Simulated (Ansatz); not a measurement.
# Meshes and cutoff for the phonons of BN (F-43m), part 3 of 3

How do the frequencies of BN (F-43m) move with q mesh, k mesh and cutoff?

Ansatz 0.2.0; DFT LDA, scalar-relativistic, plane waves, PAW.

So far. Step 11 (Another k mesh, q mesh 2×2×2): The highest optical mode at the zone centre (no LO-TO term) is 1068.0 cm⁻¹, +0.0 cm⁻¹ against the base run. Step 12 (Another k mesh, k-mesh 18×18×18, q mesh 2×2×2): The highest optical mode at the zone centre (no LO-TO term) is 1068.0 cm⁻¹, +0.0 cm⁻¹ against the base run. The relaxed cell has a = 3.581 Å (conventional setting).

### 14. Another cutoff, cutoff 170 eV, q mesh 2×2×2

The cutoff is set to 170 eV on a small fixed q mesh.

input.yaml reads:

```yaml
crystal:
  lattice:
    - [0.0, 1.7902743999, 1.7902743999]
    - [1.7902743999, 0.0, 1.7902743999]
    - [1.7902743999, 1.7902743999, 0.0]
  atoms:
    - { symbol: B, position: [0.0, 0.0, 0.0] }
    - { symbol: "N", position: [0.75, 0.75, 0.75] }
kpoints:
  mp_grid: { grid: [12, 12, 12] }
hamiltonian:
  xc: lda
scf:
  occupations: { method: fixed }
output:
  eigenvalues: true
phonons:
  method: dfpt
  qmesh: [2, 2, 2]
  temperatures: { t_max: 1000, t_step: 50 }
  qpath:
    path:
      - [[0.0, 0.0, 0.0], [-0.5, -0.5, 0.0], [-0.375, -0.375, 0.25]]
      - [[-0.375, 0.0, 0.375], [0.0, 0.0, 0.0], [0.0, 0.0, 0.5], [-0.5, -0.25, 0.25], [-0.5, -0.5, 0.0]]
    npoints: 10
basis:
  ecutwfc: 170
```

The run is started by

```sh
ansatz run input.yaml --threads 4 --pin off --max-ram 7168MiB --backend cpu --events-out ev --progress --plain --runs-dir out
```

Numbers of over 12 decimals in the logs are rounded to 6 here.

What it wrote:

```text
Warning: basis.ecutwfc = 170 eV is below the records' recommended 420 eV, and the density's cutoff is lower with it unless basis.ecutrho_ratio is high enough to keep the records' density cutoff: compare with a run at a higher cutoff
[...]
Crystal: 2 atoms, lattice volume = 11.476 Å³
Basis set: ecut = 170 eV, 59 PW (Γ), exchange–correlation on 24×24×24 points (8 copies of the dense FFT grid, shifted against one another)
Bands: 8, of which v1, the nominal top of the filled ones, is band 4 counted from 1 (3 counted from 0)
Symmetry: 24 space group operations
k-points: 72 of 1728 (time reversal used)
[...]
SCF iter   1: F=—  HF=-518.609731 eV  |F-HF|=—  |Δ(HF+E_count)|=         —  Δρ=1.63e-1  dr2=1.44e0  ethr=1.77e-3  ⟨swp⟩=3.1  Hψ=3201  notcnv=0  defer=120
[...]
SCF iter   8: F=-517.920431 eV  HF=-517.920431 eV  |F-HF|=2.27e-13  |Δ(HF+E_count)|=  1.93e-11  Δρ=4.28e-8  dr2=1.78e-13  ethr=1.00e-12  ⟨swp⟩=5.6  Hψ=2627  notcnv=0
SCF 1 converged in 8 iterations: F = -517.920431 eV  dr2 = 1.78e-13
[...]
k-points: 280 of 1728 (irreducible under 4 space group operations, time reversal used)
[...]
SCF iter   1: F=—  HF=-517.920431 eV  |F-HF|=—  |Δ(HF+E_count)|=         —  Δρ=5.03e-8  dr2=2.08e-13  ethr=1.58e-8  ⟨swp⟩=2.3  Hψ=17558  notcnv=0  defer=528
eigensolver tolerance schedule: the retry pair's looser diagonalisation over-reported the residual by 6080965.68 of it (diagonalisation noise at an unbounded share of the residual, at the tolerance the schedule requests for it); recorded, not acted on — ethr = c·dr2/N_el stays at c = 1.0e-1
[...]
SCF iter   2: F=-517.920431 eV  HF=-517.920431 eV  |F-HF|=0.00e0  |Δ(HF+E_count)|=  3.28e-10  Δρ=2.24e-8  dr2=4.95e-14  ethr=1.00e-12  ⟨swp⟩=4.6  Hψ=8705  notcnv=0
SCF 2 converged in 2 iterations: F = -517.920431 eV  dr2 = 4.95e-14
[...]
SCF converged after 8 iterations
Free energy (F): -517.920431 eV
[...]
Internal energy: -517.920431 eV  (E = F + TS)
E sigma→0 (E₀):  -517.920431 eV
Fermi energy:    11.952988 eV
[...]
--- Band table (eV; the first three rows and the last of 72) ---
[...]
ASR residual: 3.016e-5 → 0.000e0 eV/Å²; symmetrization residual: 2.525e-8 eV/Å²
  ASR residual per site (eV/Å²): 6.68e-6 3.02e-5
  Γ frequencies (cm⁻¹): 0.00 0.00 0.00 786.12 786.12 786.12
  Unit cell's response to a homogeneous field, on a k mesh of 12×12×12: 1 representative field direction (Σ response iterations 6)
  ε∞ (high-frequency dielectric tensor):
        4.970446     0.000000     0.000000
       -0.000000     4.970446     0.000000
        0.000000    -0.000000     4.970446
  ε⁰ (static dielectric tensor): not given — the deck does not say what the cell's rigid motions are, and on a molecule in a box or a wire the rigid rotations would enter the sum over the modes at Γ. For a crystal or a slab, whose only rigid motions are the translations, set phonons.rigid_motions: translations.
  Born effective charges Z* (e; rows j = field, columns β = displacement):
    site 0:
         1.84895   -0.00000    0.00000
         0.00000    1.84895    0.00000
         0.00000    0.00000    1.84895
    site 1:
        -1.84895    0.00000   -0.00000
        -0.00000   -1.84895   -0.00000
        -0.00000    0.00000   -1.84895
  Z* charge neutrality: 1.926e-6 e pre-enforcement
[...]
optical modes at Γ without the LO–TO term, one row a degenerate level:
      ω (cm⁻¹)  modes    IR ((D/Å)²/amu)
        786.12      3            38.7806
  optical modes at Γ + LO–TO along q̂ = [1.0000, 0.0000, 0.0000]:
      ω (cm⁻¹)  modes    IR ((D/Å)²/amu)
        786.12      2            25.8537
       1049.45      1            12.9269
  optical modes at Γ + LO–TO along q̂ = [0.0000, 1.0000, 0.0000]:
      ω (cm⁻¹)  modes    IR ((D/Å)²/amu)
        786.12      2            25.8537
       1049.45      1            12.9269
  optical modes at Γ + LO–TO along q̂ = [0.0000, 0.0000, 1.0000]:
      ω (cm⁻¹)  modes    IR ((D/Å)²/amu)
        786.12      2            25.8537
       1049.45      1            12.9269
--- Phonons (arbitrary-q DFPT): 3 irreducible q on the 2×2×2 mesh ---
[...]
interpolated dispersion: 63 rows × 6 modes
[...]
```

It took 3.7 s on 4 threads of Arm Neoverse V2, shared host; peak memory 0.38 GiB.

The run finished; it serves as a test, and its numbers are not taken as the result.

### 15. Another cutoff, cutoff 230 eV, q mesh 2×2×2

The cutoff is set to 230 eV on a small fixed q mesh.

Edit input.yaml of step 14 so:

```diff
@@ -26,2 +26,2 @@
 basis:
-  ecutwfc: 170
+  ecutwfc: 230
```

What it wrote:

```text
[...]
Crystal: 2 atoms, lattice volume = 11.476 Å³
Basis set: ecut = 230 eV, 89 PW (Γ), exchange–correlation on 30×30×30 points (8 copies of the dense FFT grid, shifted against one another)
Bands: 8, of which v1, the nominal top of the filled ones, is band 4 counted from 1 (3 counted from 0)
Symmetry: 24 space group operations
k-points: 72 of 1728 (time reversal used)
[...]
SCF iter   1: F=—  HF=-524.460016 eV  |F-HF|=—  |Δ(HF+E_count)|=         —  Δρ=5.95e-2  dr2=1.80e-1  ethr=1.77e-3  ⟨swp⟩=3.5  Hψ=3234  notcnv=0  defer=128
[...]
SCF iter   8: F=-524.386498 eV  HF=-524.386498 eV  |F-HF|=0.00e0  |Δ(HF+E_count)|=  3.64e-12  Δρ=2.51e-8  dr2=2.78e-14  ethr=1.00e-12  ⟨swp⟩=4.0  Hψ=1728  notcnv=0
SCF 1 converged in 8 iterations: F = -524.386498 eV  dr2 = 2.78e-14
[...]
k-points: 280 of 1728 (irreducible under 4 space group operations, time reversal used)
[...]
SCF iter   2: F=-524.386498 eV  HF=-524.386498 eV  |F-HF|=2.27e-13  |Δ(HF+E_count)|=  4.25e-11  Δρ=4.83e-8  dr2=1.92e-13  ethr=1.00e-12  ⟨swp⟩=4.6  Hψ=8853  notcnv=0
SCF 2 converged in 2 iterations: F = -524.386498 eV  dr2 = 1.92e-13
[...]
SCF converged after 8 iterations
Free energy (F): -524.386498 eV
[...]
Internal energy: -524.386498 eV  (E = F + TS)
E sigma→0 (E₀):  -524.386498 eV
Fermi energy:    11.852186 eV
[...]
--- Band table (eV; the first three rows and the last of 72) ---
[...]
ASR residual: 1.529e-5 → 0.000e0 eV/Å²; symmetrization residual: 7.700e-7 eV/Å²
  ASR residual per site (eV/Å²): 1.53e-5 2.73e-6
  Γ frequencies (cm⁻¹): 0.00 0.00 0.00 1134.99 1134.99 1134.99
[...]
ε∞ (high-frequency dielectric tensor):
        4.673378     0.000000    -0.000000
       -0.000000     4.673378     0.000000
       -0.000000     0.000000     4.673378
[...]
Born effective charges Z* (e; rows j = field, columns β = displacement):
    site 0:
         1.82784   -0.00000    0.00000
         0.00000    1.82784    0.00000
         0.00000   -0.00000    1.82784
    site 1:
        -1.82784    0.00000   -0.00000
        -0.00000   -1.82784   -0.00000
        -0.00000    0.00000   -1.82784
  Z* charge neutrality: 2.542e-6 e pre-enforcement
[...]
optical modes at Γ without the LO–TO term, one row a degenerate level:
      ω (cm⁻¹)  modes    IR ((D/Å)²/amu)
       1134.99      3            37.9000
  optical modes at Γ + LO–TO along q̂ = [1.0000, 0.0000, 0.0000]:
      ω (cm⁻¹)  modes    IR ((D/Å)²/amu)
       1134.99      2            25.2667
       1338.14      1            12.6333
  optical modes at Γ + LO–TO along q̂ = [0.0000, 1.0000, 0.0000]:
      ω (cm⁻¹)  modes    IR ((D/Å)²/amu)
       1134.99      2            25.2667
       1338.14      1            12.6333
  optical modes at Γ + LO–TO along q̂ = [0.0000, 0.0000, 1.0000]:
      ω (cm⁻¹)  modes    IR ((D/Å)²/amu)
       1134.99      2            25.2667
       1338.14      1            12.6333
--- Phonons (arbitrary-q DFPT): 3 irreducible q on the 2×2×2 mesh ---
[...]
interpolated dispersion: 63 rows × 6 modes
[...]
```

Run time: 4.5 s. Hardware: 4 threads; peak memory 0.4 GiB; 14 s of CPU time.

The run finished; it serves as a test, and its numbers are not taken as the result.

### 16. Another cutoff, cutoff 290 eV, q mesh 2×2×2

The cutoff is set to 290 eV on a small fixed q mesh.

Edit input.yaml of step 15 so:

```diff
@@ -26,2 +26,2 @@
 basis:
-  ecutwfc: 230
+  ecutwfc: 290
```

What it wrote:

```text
[...]
Crystal: 2 atoms, lattice volume = 11.476 Å³
Basis set: ecut = 290 eV, 137 PW (Γ), exchange–correlation on 30×30×30 points (8 copies of the dense FFT grid, shifted against one another)
Bands: 8, of which v1, the nominal top of the filled ones, is band 4 counted from 1 (3 counted from 0)
Symmetry: 24 space group operations
k-points: 72 of 1728 (time reversal used)
[...]
SCF iter   1: F=—  HF=-526.070876 eV  |F-HF|=—  |Δ(HF+E_count)|=         —  Δρ=1.93e-2  dr2=2.14e-2  ethr=1.77e-3  ⟨swp⟩=3.7  Hψ=3244  notcnv=0  defer=119
[...]
SCF iter   7: F=-526.064098 eV  HF=-526.064098 eV  |F-HF|=1.14e-13  |Δ(HF+E_count)|=  6.82e-12  Δρ=4.81e-8  dr2=1.17e-13  ethr=1.00e-12  ⟨swp⟩=5.3  Hψ=2176  notcnv=0
SCF 1 converged in 7 iterations: F = -526.064098 eV  dr2 = 1.17e-13
[...]
k-points: 280 of 1728 (irreducible under 4 space group operations, time reversal used)
[...]
SCF iter   2: F=-526.064098 eV  HF=-526.064098 eV  |F-HF|=0.00e0  |Δ(HF+E_count)|=  6.38e-11  Δρ=2.43e-8  dr2=4.51e-14  ethr=1.00e-12  ⟨swp⟩=4.4  Hψ=8730  notcnv=0
SCF 2 converged in 2 iterations: F = -526.064098 eV  dr2 = 4.51e-14
[...]
SCF converged after 7 iterations
Free energy (F): -526.064098 eV
[...]
Internal energy: -526.064098 eV  (E = F + TS)
E sigma→0 (E₀):  -526.064098 eV
Fermi energy:    11.393692 eV
[...]
--- Band table (eV; the first three rows and the last of 72) ---
[...]
ASR residual: 3.325e-5 → 0.000e0 eV/Å²; symmetrization residual: 5.910e-7 eV/Å²
  ASR residual per site (eV/Å²): 3.39e-6 3.32e-5
  Γ frequencies (cm⁻¹): 0.00 0.00 0.00 1106.09 1106.09 1106.09
[...]
ε∞ (high-frequency dielectric tensor):
        4.569205     0.000000    -0.000000
       -0.000000     4.569205     0.000000
        0.000000     0.000000     4.569205
[...]
Born effective charges Z* (e; rows j = field, columns β = displacement):
    site 0:
         1.87421   -0.00000    0.00000
         0.00000    1.87421   -0.00000
         0.00000   -0.00000    1.87421
    site 1:
        -1.87421    0.00000   -0.00000
        -0.00000   -1.87421    0.00000
        -0.00000    0.00000   -1.87421
  Z* charge neutrality: 2.746e-6 e pre-enforcement
[...]
optical modes at Γ without the LO–TO term, one row a degenerate level:
      ω (cm⁻¹)  modes    IR ((D/Å)²/amu)
       1106.09      3            39.8471
  optical modes at Γ + LO–TO along q̂ = [1.0000, 0.0000, 0.0000]:
      ω (cm⁻¹)  modes    IR ((D/Å)²/amu)
       1106.09      2            26.5647
       1328.04      1            13.2824
  optical modes at Γ + LO–TO along q̂ = [0.0000, 1.0000, 0.0000]:
      ω (cm⁻¹)  modes    IR ((D/Å)²/amu)
       1106.09      2            26.5647
       1328.04      1            13.2824
  optical modes at Γ + LO–TO along q̂ = [0.0000, 0.0000, 1.0000]:
      ω (cm⁻¹)  modes    IR ((D/Å)²/amu)
       1106.09      2            26.5647
       1328.04      1            13.2824
--- Phonons (arbitrary-q DFPT): 3 irreducible q on the 2×2×2 mesh ---
[...]
interpolated dispersion: 63 rows × 6 modes
[...]
```

Wall time 4.9 s (4 threads); peak memory 0.42 GiB.

The run finished; it serves as a test, and its numbers are not taken as the result.

### 17. Another cutoff, cutoff 360 eV, q mesh 2×2×2

The cutoff is set to 360 eV on a small fixed q mesh.

Edit input.yaml of step 16 so:

```diff
@@ -26,2 +26,2 @@
 basis:
-  ecutwfc: 290
+  ecutwfc: 360
```

What it wrote:

```text
[...]
Crystal: 2 atoms, lattice volume = 11.476 Å³
Basis set: ecut = 360 eV, 169 PW (Γ), exchange–correlation on 32×32×32 points (8 copies of the dense FFT grid, shifted against one another)
Bands: 8, of which v1, the nominal top of the filled ones, is band 4 counted from 1 (3 counted from 0)
Symmetry: 24 space group operations
k-points: 72 of 1728 (time reversal used)
[...]
optical modes at Γ + LO–TO along q̂ = [0.0000, 1.0000, 0.0000]:
      ω (cm⁻¹)  modes    IR ((D/Å)²/amu)
       1072.14      2            26.6898
       1301.02      1            13.3449
  optical modes at Γ + LO–TO along q̂ = [0.0000, 0.0000, 1.0000]:
      ω (cm⁻¹)  modes    IR ((D/Å)²/amu)
       1072.14      2            26.6898
       1301.02      1            13.3449
--- Phonons (arbitrary-q DFPT): 3 irreducible q on the 2×2×2 mesh ---
[...]
interpolated dispersion: 63 rows × 6 modes
[...]
[key lines of the parts left out:]
SCF converged after 7 iterations
Free energy (F): -526.412561 eV
Fermi energy:    11.389675 eV
```

Elapsed: 6.1 s, on 4 threads; peak memory 0.38 GiB; 20 s of CPU time.

The highest optical mode at the zone centre (no LO-TO term) is 1072.1 cm⁻¹, +4.2 cm⁻¹ against the base run.

### 18. Another cutoff, cutoff 550 eV, q mesh 2×2×2

The cutoff is set to 550 eV on a small fixed q mesh.

Edit input.yaml of step 17 so:

```diff
@@ -26,2 +26,2 @@
 basis:
-  ecutwfc: 360
+  ecutwfc: 550
```

What it wrote:

```text
[...]
Crystal: 2 atoms, lattice volume = 11.476 Å³
Basis set: ecut = 550 eV, 331 PW (Γ), exchange–correlation on 40×40×40 points (8 copies of the dense FFT grid, shifted against one another)
Bands: 8, of which v1, the nominal top of the filled ones, is band 4 counted from 1 (3 counted from 0)
Symmetry: 24 space group operations
k-points: 72 of 1728 (time reversal used)
[...]
optical modes at Γ + LO–TO along q̂ = [0.0000, 1.0000, 0.0000]:
      ω (cm⁻¹)  modes    IR ((D/Å)²/amu)
       1068.48      2            26.6722
       1297.89      1            13.3361
  optical modes at Γ + LO–TO along q̂ = [0.0000, 0.0000, 1.0000]:
      ω (cm⁻¹)  modes    IR ((D/Å)²/amu)
       1068.48      2            26.6722
       1297.89      1            13.3361
--- Phonons (arbitrary-q DFPT): 3 irreducible q on the 2×2×2 mesh ---
[...]
interpolated dispersion: 63 rows × 6 modes
[...]
[key lines of the parts left out:]
SCF converged after 8 iterations
Free energy (F): -526.477362 eV
Fermi energy:    11.391404 eV
```

Wall time 7.5 s (4 threads); peak memory 0.43 GiB; 27 s of CPU time.

Frequencies (cm⁻¹) solved at each irreducible wavevector; negative means imaginary. Frequencies by wavevector, by row:

| q in reciprocal lattice units | star | mode 1 | mode 2 | mode 3 | mode 4 | mode 5 | mode 6 |
| --- | --- | --- | --- | --- | --- | --- | --- |
| 0 0 0 | 1 | 0 | 0 | 0 | 1068 | 1068 | 1068 |
| 0 0 -0.5 | 4 | 487.6 | 487.6 | 987.8 | 1011 | 1011 | 1149 |
| 0 -0.5 -0.5 | 3 | 704.5 | 704.5 | 932.5 | 932.5 | 1026 | 1167 |

The highest optical mode at the zone centre (no LO-TO term) is 1068.5 cm⁻¹, +0.5 cm⁻¹ against the base run.

### 19. Outcome

```yaml
mean_frequency_q_mesh_2x2x2: 862 cm⁻¹
mean_frequency_q_mesh_3x3x3: 864 cm⁻¹
mean_frequency_q_mesh_6x6x6: 864 cm⁻¹
highest_optical_mode_at_the_zone_centre_no_lo_to_term_k_mesh_4x4x4: 1074 cm⁻¹
highest_optical_mode_at_the_zone_centre_no_lo_to_term_k_mesh_6x6x6: 1068 cm⁻¹
highest_optical_mode_at_the_zone_centre_no_lo_to_term_k_mesh_8x8x8: 1068 cm⁻¹
highest_optical_mode_at_the_zone_centre_no_lo_to_term_k_mesh_12x12x12: 1068 cm⁻¹
highest_optical_mode_at_the_zone_centre_no_lo_to_term_k_mesh_18x18x18: 1068 cm⁻¹
highest_optical_mode_at_the_zone_centre_no_lo_to_term_cutoff_170_ev: 786 cm⁻¹
highest_optical_mode_at_the_zone_centre_no_lo_to_term_cutoff_230_ev: 1135 cm⁻¹
highest_optical_mode_at_the_zone_centre_no_lo_to_term_cutoff_290_ev: 1106 cm⁻¹
highest_optical_mode_at_the_zone_centre_no_lo_to_term_cutoff_360_ev: 1072 cm⁻¹
highest_optical_mode_at_the_zone_centre_no_lo_to_term_cutoff_550_ev: 1068 cm⁻¹
```

Over the whole q mesh series, coarse runs included, the mean frequency runs from 862.0 to 864.5 cm⁻¹; from 2×2×2 on it stays within 2.5 cm⁻¹ of the finest run (6×6×6), against a tolerance of 8.6. Over the whole k mesh series, coarse runs included, the lowest mode on the q mesh (acoustic modes at Γ apart) runs from 484.6 to 487.5 cm⁻¹; from 4×4×4 on all solved modes stay within 7.7 cm⁻¹ of the finest run (18×18×18), against a tolerance of 11.7. Over the whole cutoff series, coarse runs included, the lowest mode on the q mesh (acoustic modes at Γ apart) runs from 435.5 to 488.1 cm⁻¹; from 360 eV on all solved modes stay within 3.7 cm⁻¹ of the finest run (550 eV), against a tolerance of 11.7. All runs share the cell relaxed at the base settings, which is not exactly at rest under another k mesh or cutoff. The program warns that the interpolation holds no quadrupole term, so branches close to Γ can be off in this crystal. These are harmonic frequencies at zero temperature: anharmonic shifts, linewidths and thermal expansion are left out.

[Logs are printed without paths, hosts, clocks, repeated set-up lines and the standing remarks that a program may print on its own settings, such as how far it seeks lower states.]

[Hosts, paths, dates, database ids (printed as entryN), source tags and the programs' standing remarks are cut or masked in the printed files.]
